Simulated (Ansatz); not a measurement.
**Dielectric function and optical constants of WC (Qusongite)**

Aim: the dielectric function of WC (Qusongite), and the optical constants that follow from it.

Method: DFT, PBE, plane-wave PAW, default files, scalar-relativistic, independent-particle optical response without local fields, in Ansatz 0.2.0.

### 1. The structure

It takes space group P-6m2 (No. 187, hexagonal). The conventional cell has a = 2.907 Å, b = 2.907 Å, c = 2.837 Å, α = 90.00°, β = 90.00°, γ = 120.00°. Nearest to W lie 6 C at 2.20 Å. Nearest to C lie 6 W at 2.20 Å. Farther neighbours, and contacts between anions beyond the nearest, are not listed.

### 2. Ground state and bands

The self-consistent density comes first; it also tells whether there is a gap, which decides the occupations and the need for a Drude term.

This step: DFT, PBE, plane-wave PAW, default files, scalar-relativistic, ground state (Ansatz 0.2.0).

Input file input.yaml:

```yaml
crystal:
  lattice:
    - [2.9065, 0.0, 0.0]
    - [-1.45325, 2.5171028361, 0.0]
    - [0.0, 0.0, 2.8366]
  atoms:
    - { symbol: W, position: [0.0, 0.0, 0.0] }
    - { symbol: C, position: [0.6666666667, 0.3333333333, 0.5] }
kpoints:
  mp_grid: { grid: [9, 9, 8] }
  band_path:
    path:
      - [[0.0, 0.0, 0.0], [0.5, 0.0, 0.0], [0.33333333, 0.33333333, 0.0], [0.0, 0.0, 0.0], [0.0, 0.0, 0.5], [0.5, 0.0, 0.5], [0.33333333, 0.33333333, 0.5], [0.0, 0.0, 0.5]]
      - [[0.5, 0.0, 0.5], [0.5, 0.0, 0.0]]
      - [[0.33333333, 0.33333333, 0.0], [0.33333333, 0.33333333, 0.5]]
    npoints: 6
scf:
  occupations: { method: fermi_dirac, width: 0.05 }
  n_extra_bands: 6
hamiltonian:
  xc: pbe
  pseudopotentials: { kind: paw }
output:
  forces: true
  stress: true
  populations: true
  write_bands: true
  write_density: true
  write_potential: true
  elf: true
  volumetric_format: npy
```

On the command line:

```
$ ansatz run input.yaml --threads 4 --pin off --max-ram 8192MiB --backend cpu --events-out ev --progress --plain --runs-dir out
```

The log of the run:

```text
scf.n_extra_bands = 6 over 9 filled bands (N_el = 18.0): the run solves 15 bands
Engine: ansatz 0.2.0, x86_64-unknown-linux-gnu
Pseudopotentials: kind: paw
Pseudopotential: W, paw, valence charge 14, recommended cutoff 420 eV (normal), W.paw.azcp
Pseudopotential: C, paw, valence charge 4, recommended cutoff 420 eV (normal), C.paw.azcp
Functional definition: PBE
  parameter kappa = 0.804
  parameter beta = 0.066725
  exchange = pbe_x(kappa = kappa, mu = beta*pi^2/3)
  correlation = pbe_c(beta = beta)
Crystal: 2 atoms, lattice volume = 20.752 Å³
Basis set: ecut = 420 eV, 405 PW (Γ), exchange–correlation on 40×40×40 points (8 copies of the dense FFT grid, shifted against one another)
Bands: 15, of which v1, the nominal top of the filled ones, is band 9 counted from 1 (8 counted from 0)
Symmetry: 12 space group operations
Space group: P-6m2 (ITA 187), of the structure as read, at distance tolerance 2.7e-5 Å
k-points: 60 of 648 (time reversal used)
Non-local potential: W, projectors of the file, l = 0: 3, l = 1: 2, l = 2: 2, l = 3: 1
Non-local potential: C, projectors of the file, l = 0: 2, l = 1: 2, l = 2: 1
PAW form: soft (Blöchl's): semilocal exchange-correlation on the pseudo side does not see the compensation charge
PAW one-centre angular grid: W, 590 points (default); XC on 64 Gauss nodes
PAW one-centre angular grid: C, 110 points (default); XC on 64 Gauss nodes
Initial density: superposition of atomic densities (neutral atoms: chi_scale 0, normalization atom), corrected by the library's trained network
Initial wavefunctions: pseudopotential atomic-orbital guess
Functional: x = pbe(κ = 0.804, μ = 0.219515), c = pbe(β = 0.066725)
SCF iter   1: F=—  HF=-10636.052088 eV  |F-HF|=—  |Δ(HF+E_count)|=         —  Δρ=7.07e-3  dr2=2.52e-3  ethr=1.77e-3  ⟨swp⟩=5.7  Hψ=4696  notcnv=0  defer=22
preconditioner: auto → none  [metal: Δε(μ)=0.103 eV  Ē_g=12.556 eV  σ=0.050 eV  W_gap=0.44  n_scr=8 (ndim 8)  ℏωp=25.8 eV  f_vac=0.000  D(μ)=0.44/eV (n_scr^D=0)  sad-step TF]
SCF iter   2: F=—  HF=-10636.054304 eV  |F-HF|=—  |Δ(HF+E_count)|=   2.22e-3  Δρ=4.10e-3  dr2=9.15e-4  ethr=1.40e-5  ⟨swp⟩=1.6  Hψ=1485  notcnv=0  defer=25
SCF iter   3: F=—  HF=-10636.055345 eV  |F-HF|=—  |Δ(HF+E_count)|=   1.04e-3  Δρ=2.54e-4  dr2=7.35e-6  ethr=5.08e-6  ⟨swp⟩=2.2  Hψ=1165  notcnv=0  defer=25
SCF iter   4: F=—  HF=-10636.055341 eV  |F-HF|=—  |Δ(HF+E_count)|=   3.72e-6  Δρ=6.91e-5  dr2=5.82e-7  ethr=4.09e-8  ⟨swp⟩=2.0  Hψ=1293  notcnv=0  defer=25
iter 5 did not close the SCF: its close was put off for the readings that it lacked (scf_convergence_deferred on its scf_iter line)
SCF iter   5: F=-10636.055341 eV  HF=-10636.055341 eV  |F-HF|=5.48e-10  |Δ(HF+E_count)|=   1.91e-7  Δρ=1.26e-5  dr2=1.92e-8  ethr=3.23e-9  ⟨swp⟩=2.0  Hψ=992  notcnv=0  defer=25
SCF iter   6: F=-10636.055341 eV  HF=-10636.055341 eV  |F-HF|=8.29e-10  |Δ(HF+E_count)|=   8.28e-9  Δρ=3.72e-6  dr2=1.57e-9  ethr=1.07e-10  ⟨swp⟩=9.6  Hψ=5417  notcnv=0
SCF 1 converged in 6 iterations: F = -10636.055341 eV  dr2 = 1.57e-9
  greatest PAW one-centre occupation: 1.000 electrons in one spin orbital (limit 2), on the W atom at site 0 (counted from 0), in its partial waves of l = 0
NSCF: frozen V_eff on 57 k-points
SCF converged after 6 iterations
Free energy (F): -10636.055341 eV
Harris-Foulkes:  -10636.055341 eV  (|F-HF|=8.29e-10)
Internal energy: -10636.051826 eV  (E = F + TS)
E sigma→0 (E₀):  -10636.053584 eV
Entropy (-TS):   -0.003515 eV (-1.758 meV/atom)
Fermi energy:    20.579950 eV
--- Per-component energies (eV) ---
  E_band       = -58.421877
  E_kinetic    = 542.038356
  E_local      = -664.717508  (includes V_loc(G=0)·N_el)
  E_nonlocal   = 25.466242
  E_hartree    = 235.170582
  E_xc         = -316.593514
  E_vxc        = -300.495368  (∫ρ·V_xc dr)
  E_paw        = -8661.156279  (= ΣΔE_a)
  E_vpaw       = -131.053733  (= ΣTr[D̂ρ^β])
  E_aug_tail   = -0.000062  (compensation charges beyond the density's cutoff)
  E_ewald      = -1796.259643
  E_smearing   = -0.003515  (= −TS)
  E_closure    = 0.000000  (closes the sum)
  Σ components = -10636.055341   (vs F -10636.055341, Δ=0.00e0)
--- Forces (eV/Å), atoms counted from 1 ---
  atom   1  W      0.00000000     0.00000000     0.00000000
  atom   2  C      0.00000000    -0.00000000     0.00000000
  max |Σ_I F_I| component: 3.24e-16 eV/Å
--- Stress (GPa, compression-positive) ---
        5.926057       0.000000      -0.000000
        0.000000       5.926057      -0.000000
       -0.000000      -0.000000       5.123827
  P = ⅓ Tr σ = 5.6586 GPa (56.586 kbar)
--- Band table (eV; the first three rows and the last of 60) ---
  k-point 0: bands = [... 5 lower, 16.2732, 17.2478, 17.2478, 20.6624, 23.8208, 23.8208, 26.1946, 26.1946, ... 2 higher]
  k-point 1: bands = [... 5 lower, 16.0422, 17.4186, 17.4186, 20.6806, 22.7339, 22.7339, 26.7239, 26.7239, ... 2 higher]
  k-point 2: bands = [... 5 lower, 14.9621, 17.8718, 17.8718, 21.2218, 21.2218, 21.5258, 26.5327, 26.5327, ... 2 higher]
  k-point 59: bands = [... 5 lower, 13.3665, 15.1880, 18.9647, 19.9446, 24.9920, 26.9657, 28.1846, 29.7326, ... 2 higher]
--- Löwdin populations: 2 sites ---
  site symbol       q [e]
     0      W     13.1942
     1      C      4.7235
  spilling = 0.004573 (of n_electrons = 18.000000)
```

Elapsed: 0.43 s, on 4 threads of AMD EPYC 9R45, shared host; peak memory 0.38 GiB.

Read from the output:

| Item | Value |
| --- | --- |
| free energy | -10636.0553 eV |
| Fermi energy | 20.58 eV |
| electrons | 18 |
| symmetry operations | 12 |
| pressure | 5.659 GPa |
| volume | 20.75 Å³ |
| gap on the path | 0 eV |

There are states at the Fermi level within the smearing, so the occupations stay smeared and the carriers get a Drude term. The cell is left with a pressure of 5.7 GPa, as it stands unrelaxed at this level.

The electronic bands at the labelled points (eV, zero at the Fermi level; # counts the bands kept):

```
    point     #2     #3     #4     #5     #6    #7    #8    #9
        Γ  -4.31  -3.33  -3.33   0.08   3.24  3.24  5.62  5.62
  halfway  -5.51  -3.23  -2.32  -1.99   2.77  3.69  4.86  5.89
        M  -7.03  -3.62  -3.56  -0.47   2.35  4.55  4.88  6.86
  halfway  -6.85  -3.89  -3.53  -0.18   1.34  3.22  4.31  8.19
        K  -6.56  -4.55  -3.45   0.62   0.98  2.06  3.23  9.19
  halfway  -5.79  -3.07  -2.61  -1.87   2.28  3.25  4.92  6.69
        Γ  -4.31  -3.33  -3.33   0.08   3.24  3.24  5.62  5.62
  halfway  -5.62  -2.71  -2.71   0.64   0.64  0.95  5.95  5.95
        A  -8.63  -2.02  -2.02  -0.57  -0.57  3.66  4.53  4.53
  halfway  -7.04  -3.39  -3.12  -1.76   1.39  4.84  5.04  7.01
        L  -6.45  -4.32  -4.19   0.30   4.45  5.31  6.64  9.18
  halfway  -6.31  -5.91  -2.31  -0.40   4.91  5.98  6.40  9.71
        H  -7.21  -5.39  -1.61  -0.64   4.41  6.39  7.61  9.15
  halfway  -6.60  -4.58  -2.38  -2.02   2.26  4.99  5.09  7.72
        A  -8.63  -2.02  -2.02  -0.57  -0.57  3.66  4.53  4.53
jump to L  -6.45  -4.32  -4.19   0.30   4.45  5.31  6.64  9.18
  halfway  -7.20  -4.08  -2.97  -0.94   3.75  4.03  6.49  6.58
        M  -7.03  -3.62  -3.56  -0.47   2.35  4.55  4.88  6.86
jump to K  -6.56  -4.55  -3.45   0.62   0.98  2.06  3.23  9.19
  halfway  -6.04  -4.71  -4.41  -0.78   2.99  5.36  5.53  8.03
        H  -7.21  -5.39  -1.61  -0.64   4.41  6.39  7.61  9.15
```

The electronic bands as a text plot (rows in eV, shown from -8.0 to 8.0 only):

```
    7.7 |        *    *       *             *   *     *       ***
    7.0 | *   ***      ** *  *       *     *         **  **   *
    6.3 |*   *             ***         ********  **    **     ***
    5.7 |** *            **** **    * *   *    *        *    *
    5.0 | ***  ***    *****     *  * ******* ****  * *   **
    4.3 |  * ****    *   *       ****   **  *  * ******** * *  **
    3.7 | * **   ***      *      ***   *           ** ***  ** *
    3.0 |****     * *  *****    *     *                  *   *
    2.3 |    ****  ******   *  *                *         ***
    1.7 |        *    *      *       *
    1.0 |         ****        *                  **
    0.3 |*        * **     ****     *   **           *
   -0.3 | *    ***        *    *****   *  ***      ** *   ***   *
   -1.0 |    **       *            *  *      **    *   * *   ***
   -1.7 |  **          ***          **     ***** **     *       *
   -2.3 |   *          ***     ******     *    ******   *      *
   -3.0 |*****        *** *****     **           **    * *    *
   -3.7 | **  *********  **          **  *            *   **
   -4.3 |**       ****    ***          **       *    * ***  **
   -5.0 |  *             *   *           *                 * ***
   -5.7 |   *          **     *           ******            *   *
   -6.3 |    *     ****               *****     *    *     * **
   -7.0 |     *****            *     *     ****       *****    **
   -7.7 |                       *   *            **
         Γ     M   K       Γ     A      L   H      A|L   M|K    H
```

ELF in the ac plane at fractional y = 0.000, with atoms of W within 0.2 Å of it. It is the smooth field of the valence electrons, not physical close to the nuclei.

Values, 15 rows by 15 columns:
```
0.11 0.30 0.63 0.72 0.52 0.26 0.23 0.33 0.33 0.23 0.26 0.53 0.72 0.63 0.30
0.55 0.63 0.71 0.65 0.39 0.21 0.25 0.35 0.35 0.25 0.21 0.39 0.65 0.71 0.63
0.75 0.73 0.66 0.46 0.24 0.20 0.31 0.42 0.42 0.31 0.20 0.24 0.46 0.66 0.73
0.60 0.56 0.41 0.25 0.19 0.28 0.43 0.51 0.51 0.43 0.28 0.19 0.25 0.41 0.56
0.31 0.27 0.21 0.20 0.28 0.43 0.55 0.60 0.60 0.55 0.43 0.28 0.20 0.21 0.27
0.22 0.22 0.24 0.31 0.44 0.56 0.62 0.64 0.64 0.62 0.56 0.43 0.31 0.24 0.22
0.30 0.31 0.34 0.42 0.53 0.61 0.65 0.65 0.65 0.65 0.61 0.53 0.42 0.34 0.31
0.30 0.31 0.34 0.42 0.53 0.61 0.65 0.65 0.65 0.65 0.61 0.53 0.42 0.34 0.31
0.22 0.22 0.24 0.31 0.44 0.56 0.62 0.64 0.64 0.62 0.56 0.43 0.31 0.24 0.22
0.31 0.27 0.21 0.20 0.28 0.43 0.55 0.60 0.60 0.55 0.43 0.28 0.20 0.21 0.27
0.60 0.56 0.41 0.25 0.19 0.28 0.43 0.51 0.51 0.43 0.28 0.19 0.25 0.41 0.56
0.75 0.73 0.66 0.46 0.24 0.20 0.31 0.42 0.42 0.31 0.20 0.24 0.46 0.66 0.73
0.55 0.63 0.71 0.65 0.39 0.21 0.25 0.35 0.35 0.25 0.21 0.39 0.65 0.71 0.63
0.11 0.30 0.63 0.72 0.52 0.26 0.23 0.33 0.33 0.23 0.26 0.53 0.72 0.63 0.30
0.00 0.13 0.55 0.73 0.57 0.28 0.23 0.33 0.33 0.23 0.28 0.57 0.73 0.56 0.13
```
Atoms in or near the plane, at fractional coordinates: W at (0.00, 0.00).

Electrostatic potential energy in the ac plane at fractional y = 0.000, with atoms of W within 0.2 Å of it. With pseudopotentials it is smooth inside the atoms' cores, unlike the true potential.

Values in eV, 15 rows by 15 columns:
```
-51 -51 -44 -31 -13   5  15  18  18  15   5 -13 -31 -44 -51
-46 -44 -36 -24  -7   8  16  19  19  16   8  -7 -24 -36 -44
-34 -32 -24 -12   2  13  17  20  20  17  13   3 -12 -24 -32
-18 -15  -8   2  11  16  19  20  20  19  16  11   2  -8 -15
  1   3   7  12  16  18  19  20  20  19  18  16  12   7   3
 13  13  15  17  19  19  19  19  19  19  19  19  17  15  13
 17  17  18  19  20  20  19  18  18  19  19  20  19  18  17
 17  17  18  19  20  20  19  18  18  19  19  20  19  18  17
 13  13  15  17  19  19  19  19  19  19  19  19  17  15  13
  1   3   7  12  16  18  19  20  20  19  18  16  12   7   3
-18 -15  -8   2  11  16  19  20  20  19  16  11   2  -8 -15
-34 -32 -24 -12   2  13  17  20  20  17  13   3 -12 -24 -32
-46 -44 -36 -24  -7   8  16  19  19  16   8  -7 -24 -36 -44
-51 -51 -44 -31 -13   5  15  18  18  15   5 -13 -31 -44 -51
-51 -51 -46 -33 -16   3  14  18  18  14   3 -16 -33 -46 -51
```
Atoms in or near the plane, at fractional coordinates: W at (0.00, 0.00).

### 3. Spectrum

With the density converged, the vertical transitions are summed over the zone.

This step: DFT, PBE, plane-wave PAW, default files, scalar-relativistic, independent-particle optical response without local fields (Ansatz 0.2.0).

input.yaml, the sections that differ from step 2:

```yaml
kpoints:
  mp_grid: { grid: [12, 12, 10] }
scf:
  occupations: { method: fermi_dirac, width: 0.05 }
output:
  optics:
    e_range: [0, 22]
    de: 0.05
    sigma: 0.15
    drude_damping: 0.1
    nscf_kmesh: { grid: [18, 18, 16] }
    bands: { spectra_wanted_up_to: 22 }
# crystal, hamiltonian: as in step 2
```

The log of the run:

```text
[...]
Crystal: 2 atoms, lattice volume = 20.752 Å³
Basis set: ecut = 420 eV, 405 PW (Γ)
Bands: 13, of which v1, the nominal top of the filled ones, is band 9 counted from 1 (8 counted from 0)
Symmetry: 12 space group operations
[...]
k-points: 114 of 1440 (time reversal used)
[...]
SCF iter   1: F=—  HF=-10636.053265 eV  |F-HF|=—  |Δ(HF+E_count)|=         —  Δρ=7.18e-3  dr2=2.39e-3  ethr=1.77e-3  ⟨swp⟩=5.8  Hψ=7426  notcnv=0
[...]
SCF iter   8: F=-10636.056855 eV  HF=-10636.056855 eV  |F-HF|=1.82e-12  |Δ(HF+E_count)|=  1.42e-10  Δρ=1.43e-7  dr2=3.27e-12  ethr=1.00e-12  ⟨swp⟩=1.6  Hψ=4500  notcnv=0
SCF 1 converged in 8 iterations: F = -10636.056855 eV  dr2 = 3.27e-12
[...]
NSCF: frozen V_eff on 333 k-points
output.optics: what the bands over the 25 summed would add to eps1, eps2 and the energy-loss function is held between a lower and an upper bound (6 Lanczos steps). eps1, eps2 and their loss function (loss_summed_bands) are given on every row as the summed bands alone make them. Along an axis, on a row where the two bounds hold the loss function to about 1 % of the greater of itself and 0.5 % of |1/eps|, its cell (loss_completed) is given, with the completed eps1 and eps2 that it is formed of (a cell that is left empty reads nan in the table and null in the record). The two bounds hold it so along every axis on all 440 rows up to 22.000 eV. [rest of the remark cut]
SCF converged after 8 iterations
Free energy (F): -10636.056855 eV
[...]
Internal energy: -10636.055081 eV  (E = F + TS)
E sigma→0 (E₀):  -10636.055968 eV
Entropy (-TS):   -0.001774 eV (-0.887 meV/atom)
Fermi energy:    20.644949 eV
[...]
--- Band table (eV; the first three rows and the last of 114) ---
  k-point 0: bands = [... 5 lower, 16.2708, 17.2457, 17.2457, 20.6700, 23.8156, 23.8156, 26.1970, 26.1970]
  k-point 1: bands = [... 5 lower, 16.1378, 17.3561, 17.3561, 20.6547, 23.0438, 23.0438, 26.6189, 26.6189]
  k-point 2: bands = [... 5 lower, 15.5104, 17.6646, 17.6646, 21.0426, 21.7832, 21.7832, 26.7562, 26.7562]
  k-point 113: bands = [... 5 lower, 13.3701, 15.1871, 18.9734, 19.9347, 24.9863, 26.9649, 28.1778, 29.7306]
```

Elapsed: 27 s, on 4 threads; peak memory 1.1 GiB.

Read-outs:

| Quantity | Value |
| --- | --- |
| main peak of the optical conductivity above 1 eV, first axis | 8.152 eV |
| Drude plasma energy, first axis | 3.250 eV |
| bands summed | 25 |
| spectra valid up to | 32.49 eV |
| program's estimate of the k-sum error in Im epsilon | 0.07 % |
| electrons in the f-sum | 16.12 |

(Part 1 of 2 ends here.)

[Long decimals in the printed logs are rounded to 6 places.]

[Logs are printed without paths, hosts, clocks, repeated set-up lines and the standing remarks that a program may print on its own settings, such as how far it seeks lower states.]

[Hosts, paths, dates, database ids (printed as entryN), source tags and the programs' standing remarks are cut or masked in the printed files.]

[Where the starting crystal was built by hand or by swapping elements, it need not be the compound's stable phase.]

[The count of steps not shown may lack steps that the program refused or didn't finish.]
